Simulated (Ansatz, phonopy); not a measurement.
# Cu (Copper, Fm-3m): phonons against volume, part 3 of 3

Aim: how the vibrations of Cu (Copper) shift with volume, and the expansion that follows.

Experimental results on record:
- heat capacity C_P per formula unit 24.5 J/mol/K near room temperature (given in “High-Throughput Prediction of Finite-Temperature Properties using the Quasi-Harmonic Approximation”, 2016, arXiv:1603.06924)

Ansatz 0.2.0; DFT PBEsol, scalar-relativistic, plane waves, PAW.

So far. Step 9 (Phonons, V/V0 0.985): No mode is imaginary beyond numerical noise at the solved wavevectors. Step 10 (Single point at a scaled cell, V/V0 1.03): The run ends at a pressure of -4.62 GPa.

## Step 11: Lattice dynamics at this volume, V/V0 1.03

Phonons at this volume give one point of F(V, T); meshes stay fixed along the series.

input.yaml

```yaml
crystal:
  lattice:
    - [0.0, 1.7995768363, 1.7995768363]
    - [1.7995768363, 0.0, 1.7995768363]
    - [1.7995768363, 1.7995768363, 0.0]
  atoms:
    - { symbol: Cu, position: [0.0, 0.0, 0.0] }
kpoints:
  mp_grid: { grid: [24, 24, 24] }
hamiltonian:
  xc: pbesol
scf:
  occupations: { method: methfessel_paxton, width: 0.2 }
  lower_state_search: "off"
output:
  eigenvalues: true
phonons:
  method: dfpt
  qmesh: [6, 6, 6]
  temperatures: { t_max: 1000, t_step: 50 }
  qpath:
    path:
      - [[0.0, 0.0, 0.0], [0.5, 0.0, 0.5], [0.625, 0.25, 0.625]]
      - [[0.375, 0.375, 0.75], [0.0, 0.0, 0.0], [0.5, 0.5, 0.5], [0.5, 0.25, 0.75], [0.5, 0.0, 0.5]]
    npoints: 10
```

Started as:

```
$ ansatz run input.yaml --threads 8 --pin off --max-ram 16384MiB --backend cpu --events-out ev --progress --plain --runs-dir out
```

Numbers of over 12 decimals in the logs are rounded to 6 here.

What it wrote:

```text
[...]
Crystal: 1 atoms, lattice volume = 11.656 Å³
Basis set: ecut = 420 eV, 259 PW (Γ), exchange–correlation on 36×36×36 points (8 copies of the dense FFT grid, shifted against one another)
Bands: 14, of which v1, the nominal top of the filled ones, is band 10 counted from 1 (9 counted from 0)
Symmetry: 48 space group operations
k-points: 413 of 13824
[...]
k-point 412: bands = [... 6 lower, 13.2898, 14.6410, 15.4215, 23.0688, 23.0688, 25.2204, 25.7003, 45.1839]
[...]
ASR residual: 5.798e-5 → 0.000e0 eV/Å²; symmetrization residual: 8.185e-12 eV/Å²
  ASR residual per site (eV/Å²): 5.80e-5
  Γ frequencies (cm⁻¹): 0.00 0.00 0.00
--- Phonons (arbitrary-q DFPT): 16 irreducible q on the 6×6×6 mesh ---
[...]
interpolated dispersion: 62 rows × 3 modes
[...]
[key lines of the parts left out:]
SCF converged after 6 iterations
Free energy (F): -6588.768665 eV
Fermi energy:    16.874144 eV
```

Run time: 8.7 min. Hardware: 8 threads of Arm Neoverse V1, shared host; peak memory 5.9 GiB.

No mode is imaginary beyond numerical noise at the solved wavevectors.

## Step 12: A cell at another volume, V/V0 0.97

Symmetry fixes every atom, so a single point at the scaled cell gives the energy and pressure of this member.

input.yaml, the sections that differ from step 11:

```yaml
crystal:
  lattice:
    - [0.0, 1.7639322381, 1.7639322381]
    - [1.7639322381, 0.0, 1.7639322381]
    - [1.7639322381, 1.7639322381, 0.0]
  atoms:
    - { symbol: Cu, position: [0.0, 0.0, 0.0] }
output:
  forces: true
  stress: true
  eigenvalues: true
# kpoints, hamiltonian, scf: as in step 11
# phonons: removed
```

What it wrote:

```text
[...]
Crystal: 1 atoms, lattice volume = 10.977 Å³
Basis set: ecut = 420 eV, 181 PW (Γ), exchange–correlation on 36×36×36 points (8 copies of the dense FFT grid, shifted against one another)
Bands: 14, of which v1, the nominal top of the filled ones, is band 10 counted from 1 (9 counted from 0)
Symmetry: 48 space group operations
[...]
k-points: 413 of 13824
[...]
--- Band table (eV; the first three rows and the last of 413) ---
  k-point 0: bands = [... 6 lower, 14.9809, 14.9809, 15.9261, 15.9261, 41.3921, 44.4511, 44.4511, 44.4511]
  k-point 1: bands = [... 6 lower, 14.9948, 14.9948, 15.9204, 15.9204, 41.1095, 43.3892, 44.2240, 44.2240]
  k-point 2: bands = [... 6 lower, 15.0334, 15.0334, 15.9060, 15.9060, 39.8121, 42.4597, 43.7440, 43.7440]
  k-point 412: bands = [... 6 lower, 14.3863, 15.8715, 16.7312, 24.6564, 24.6564, 26.8746, 27.6205, 47.4438]
[key lines of the parts left out:]
SCF converged after 5 iterations
Free energy (F): -6588.768032 eV
Fermi energy:    18.233574 eV
P = ⅓ Tr σ = 5.5249 GPa (55.249 kbar)
```

The job ended after 0.79 s (8 threads; peak memory 0.36 GiB).

The run ends at a pressure of 5.52 GPa.

## Step 13: Phonons, V/V0 0.97

Phonons at this volume give one point of F(V, T); meshes stay fixed along the series.

input.yaml, the sections that differ from step 12:

```yaml
output:
  eigenvalues: true
phonons:
  method: dfpt
  qmesh: [6, 6, 6]
  temperatures: { t_max: 1000, t_step: 50 }
  qpath:
    path:
      - [[0.0, 0.0, 0.0], [0.5, 0.0, 0.5], [0.625, 0.25, 0.625]]
      - [[0.375, 0.375, 0.75], [0.0, 0.0, 0.0], [0.5, 0.5, 0.5], [0.5, 0.25, 0.75], [0.5, 0.0, 0.5]]
    npoints: 10
# crystal, kpoints, hamiltonian, scf: as in step 12
```

What it wrote:

```text
[...]
Crystal: 1 atoms, lattice volume = 10.977 Å³
Basis set: ecut = 420 eV, 181 PW (Γ), exchange–correlation on 36×36×36 points (8 copies of the dense FFT grid, shifted against one another)
Bands: 14, of which v1, the nominal top of the filled ones, is band 10 counted from 1 (9 counted from 0)
Symmetry: 48 space group operations
k-points: 413 of 13824
[...]
k-point 412: bands = [... 6 lower, 14.3863, 15.8716, 16.7313, 24.6564, 24.6564, 26.8746, 27.6205, 47.4438]
[...]
ASR residual: 5.359e-6 → 0.000e0 eV/Å²; symmetrization residual: 8.792e-12 eV/Å²
  ASR residual per site (eV/Å²): 5.36e-6
  Γ frequencies (cm⁻¹): 0.00 0.00 0.00
--- Phonons (arbitrary-q DFPT): 16 irreducible q on the 6×6×6 mesh ---
[...]
interpolated dispersion: 62 rows × 3 modes
[...]
[key lines of the parts left out:]
SCF converged after 6 iterations
Free energy (F): -6588.768032 eV
Fermi energy:    18.233582 eV
```

Elapsed: 8.9 min, on 8 threads; peak memory 5.7 GiB; 60 min of CPU time.

No mode is imaginary beyond numerical noise at the solved wavevectors.

## Step 14: A cell at another volume, V/V0 1.05

Symmetry fixes every atom, so a single point at the scaled cell gives the energy and pressure of this member.

input.yaml, the sections that differ from step 13:

```yaml
crystal:
  lattice:
    - [0.0, 1.8111499958, 1.8111499958]
    - [1.8111499958, 0.0, 1.8111499958]
    - [1.8111499958, 1.8111499958, 0.0]
  atoms:
    - { symbol: Cu, position: [0.0, 0.0, 0.0] }
output:
  forces: true
  stress: true
  eigenvalues: true
# kpoints, hamiltonian, scf: as in step 13
# phonons: removed
```

What it wrote:

```text
[...]
Crystal: 1 atoms, lattice volume = 11.882 Å³
Basis set: ecut = 420 eV, 259 PW (Γ), exchange–correlation on 36×36×36 points (8 copies of the dense FFT grid, shifted against one another)
Bands: 14, of which v1, the nominal top of the filled ones, is band 10 counted from 1 (9 counted from 0)
Symmetry: 48 space group operations
[...]
k-points: 413 of 13824
[...]
--- Band table (eV; the first three rows and the last of 413) ---
  k-point 0: bands = [... 6 lower, 13.4705, 13.4705, 14.3063, 14.3063, 38.9900, 41.4326, 41.4326, 41.4326]
  k-point 1: bands = [... 6 lower, 13.4828, 13.4828, 14.3013, 14.3013, 38.6573, 40.4633, 41.2103, 41.2103]
  k-point 2: bands = [... 6 lower, 13.5171, 13.5171, 14.2888, 14.2888, 37.1891, 39.7754, 40.7402, 40.7402]
  k-point 412: bands = [... 6 lower, 12.9515, 14.2619, 15.0186, 22.5809, 22.5809, 24.7113, 25.1078, 44.4818]
[key lines of the parts left out:]
SCF converged after 5 iterations
Free energy (F): -6588.760236 eV
Fermi energy:    16.456145 eV
P = ⅓ Tr σ = -7.2694 GPa (-72.694 kbar)
```

The job ended after 0.9 s (8 threads; peak memory 0.37 GiB; 4.5 s of CPU time).

The run ends at a pressure of -7.27 GPa.

## Step 15: Phonons, V/V0 1.05

Phonons at this volume give one point of F(V, T); meshes stay fixed along the series.

input.yaml, the sections that differ from step 14:

```yaml
output:
  eigenvalues: true
phonons:
  method: dfpt
  qmesh: [6, 6, 6]
  temperatures: { t_max: 1000, t_step: 50 }
  qpath:
    path:
      - [[0.0, 0.0, 0.0], [0.5, 0.0, 0.5], [0.625, 0.25, 0.625]]
      - [[0.375, 0.375, 0.75], [0.0, 0.0, 0.0], [0.5, 0.5, 0.5], [0.5, 0.25, 0.75], [0.5, 0.0, 0.5]]
    npoints: 10
# crystal, kpoints, hamiltonian, scf: as in step 14
```

What it wrote:

```text
[...]
Crystal: 1 atoms, lattice volume = 11.882 Å³
Basis set: ecut = 420 eV, 259 PW (Γ), exchange–correlation on 36×36×36 points (8 copies of the dense FFT grid, shifted against one another)
Bands: 14, of which v1, the nominal top of the filled ones, is band 10 counted from 1 (9 counted from 0)
Symmetry: 48 space group operations
k-points: 413 of 13824
[...]
k-point 412: bands = [... 6 lower, 12.9515, 14.2619, 15.0186, 22.5809, 22.5809, 24.7113, 25.1078, 44.4818]
[...]
ASR residual: 1.243e-4 → 0.000e0 eV/Å²; symmetrization residual: 6.973e-12 eV/Å²
  ASR residual per site (eV/Å²): 1.24e-4
  Γ frequencies (cm⁻¹): 0.00 0.00 0.00
--- Phonons (arbitrary-q DFPT): 16 irreducible q on the 6×6×6 mesh ---
[...]
interpolated dispersion: 62 rows × 3 modes
[...]
[key lines of the parts left out:]
SCF converged after 6 iterations
Free energy (F): -6588.760236 eV
Fermi energy:    16.456154 eV
```

Wall time 9 min (8 threads); peak memory 6.1 GiB.

No mode is imaginary beyond numerical noise at the solved wavevectors.

## Step 16: How the modes move with volume

This step: DFT PBEsol, scalar-relativistic, plane waves, PAW (phonopy 4.10.0).

Numbers from this step:

- share of modes with a negative Grüneisen parameter: 0

Mean Grüneisen, by row:

```tsv
T (K)	heat-capacity-weighted mean	root mean square
50	1.874	1.885
100	1.976	1.989
200	2.015	2.027
300	2.023	2.035
500	2.027	2.039
800	2.029	2.041
```

Mean mode Grueneisen parameter against wavenumber:

```tsv
wavenumber (cm⁻¹)	mean mode Grueneisen parameter
4	-
13	1.58
31	1.54
39	1.72
57	1.65
66	1.68
74	1.72
92	1.72
100	1.74
109	1.73
127	1.77
136	1.83
153	1.92
162	1.97
170	2.01
188	2.14
197	2.19
205	2.23
223	2.24
232	2.26
249	2.3
258	2.32
```

Volume series, by row:

```tsv
V/V0	V (Å³/atom)	pressure (GPa)	E - E0 (meV/atom)	gap (eV)	zero-point energy (meV/atom)	lowest on the path (cm⁻¹)	highest at Gamma without the LO-TO term (cm⁻¹)
0.97	10.98	5.525	5.725	0	34.64	0	-
0.985	11.15	2.638	1.4	0	33.58	0	-
1	11.32	-0.001	0	0	32.54	0	-
1.015	11.49	-2.415	1.275	0	31.54	0	-
1.03	11.66	-4.619	5.003	0	30.56	0	-
1.05	11.88	-7.269	13.4	0	29.29	0	-
```

Grüneisen at points, by row:

```tsv
point	branch	frequency (cm⁻¹)	mode Grüneisen parameter
X	1	181.2	1.91
X	3	258.3	2.29
U	1	162.6	1.83
U	2	207.7	2.25
U	3	235.4	2.31
K	1	162.6	1.83
K	2	207.7	2.25
K	3	235.4	2.31
L	1	121	1.58
L	3	262.4	2.34
W	1	179.3	2.09
W	2	220.9	2.26
```

## Step 17: Free-energy fit

Numbers from this step:

| Quantity | Value |
| --- | --- |
| volume expansion coefficient at 300 K | 44.84 1e-6/K |
| isothermal bulk modulus at 300 K | 156.1 GPa |
| C_P at 300 K | 24.19 J/mol-atom/K |
| Grüneisen parameter at 300 K | 2.059 |

Table of energy (each curve on its own zero) by volume; values in meV/atom:

```tsv
volume (Å³/atom)	static	F at 0 K	F at 300 K	F at 1300 K
10.977	5.73	8.34	12.2	32.0
11.146	1.4	2.95	5.31	17.4
11.316	0	0.52	1.4	5.76
11.486	1.27	0.79	0.16	-3.24
11.656	5	3.54	1.37	-9.83
11.882	13.4	10.7	6.41	-15.3
```

Phonopy-qha, vinet fit of F(V) at each temperature; no electronic free energy. Qha vinet, by row:

```tsv
T (K)	fitted volume (Å³/atom)	alpha_V (1e-6/K)	B_T (GPa)	C_P (J/mol-atom/K)	Grueneisen
100	11.39	26.74	163.7	15.29	1.962
150	11.41	35.84	162	20.02	2.015
200	11.44	40.38	160.1	22.24	2.037
250	11.46	43.03	158.1	23.44	2.049
300	11.48	44.84	156.1	24.19	2.059
350	11.51	46.22	154.1	24.71	2.067
400	11.54	47.39	152.1	25.11	2.074
450	11.57	48.44	150	25.43	2.082
500	11.59	49.43	147.9	25.71	2.089
550	11.62	50.38	145.8	25.96	2.096
600	11.65	51.32	143.7	26.2	2.104
650	11.68	52.27	141.5	26.43	2.111
700	11.71	53.22	139.4	26.65	2.119
750	11.74	54.2	137.2	26.87	2.127
```

Table of volume expansion coefficient, phonopy-qha, Vinet by temperature:

temperature (K), volume expansion coefficient, phonopy-qha, Vinet (1e-6/K) and a bar from the least value:
```
       75       19.0 
      100       26.7 ######
      125       32.1 ###########
      150       35.8 ##############
      175       38.5 ################
      200       40.4 ##################
      225       41.9 ###################
      250       43.0 ####################
      275       44.0 #####################
      300       44.8 ######################
      325       45.6 ######################
      350       46.2 #######################
      375       46.8 #######################
      400       47.4 ########################
      425       47.9 ########################
      450       48.4 #########################
      475       48.9 #########################
      500       49.4 ##########################
      525       49.9 ##########################
      550       50.4 ##########################
      575       50.9 ###########################
      600       51.3 ###########################
      625       51.8 ############################
      650       52.3 ############################
      675       52.7 ############################
      700       53.2 #############################
      725       53.7 #############################
      750       54.2 ##############################
      775       54.7 ##############################
```

The fit gives a volume expansion of 44.8 × 10⁻⁶/K at 300 K.

## Step 18: What came out

| Property | Result |
| --- | --- |
| volume expansion coefficient at 300 K | 44.84 1e-6/K |
| isothermal bulk modulus at 300 K | 156.1 GPa |
| C_P at 300 K | 24.19 J/mol-atom/K |
| Grüneisen parameter at 300 K | 2.059 |
| mean mode Grüneisen parameter at 300 K | 2.02 |

What this shows: Near room temperature Cu (Copper) expands by 44.8 × 10⁻⁶/K in volume by PBEsol, with C_P = 24.2 J/(mol K) per mole of atoms and B_T = 156 GPa. The table stops at 775 K because beyond it the fitted volume comes within 1 % of the largest computed cell, where the fit loses its support. C_P at room temperature is 97 % of the classical 3R an atom. A measured heat capacity per formula unit near room temperature is 24.5 J/mol/K (arXiv:1603.06924); the calculated 24.2 J/mol/K differs by -1 %. The fit leaves out the electrons' free energy, which adds to C_P and to the expansion of a metal at high temperature. The heat-capacity-weighted Grüneisen parameter goes from 1.87 at 50 K to 2.03 at 800 K. Weighting γ by the density of states and each mode's heat capacity at 300 K, modes below 90 cm⁻¹ give about 4 % of the sum of γC that drives the expansion, those up to 180 cm⁻¹ 49 % and the rest 47 %. Among the labelled points γ is largest for branch 3 at L (262 cm⁻¹, 2.3) and smallest for branch 1 at L (121 cm⁻¹, 1.6). The PAW files were made for PBE and are used here under another functional, for which the program regenerates the frozen cores.

[Logs are printed without paths, hosts, clocks, repeated set-up lines and the standing remarks that a program may print on its own settings, such as how far it seeks lower states.]

[Hosts, paths, dates, database ids (printed as entryN), source tags and the programs' standing remarks are cut or masked in the printed files.]

[A step with changed settings may run another functional than the one named; its input shows which.]

[Of the runs on displaced cells, only some may be shown.]
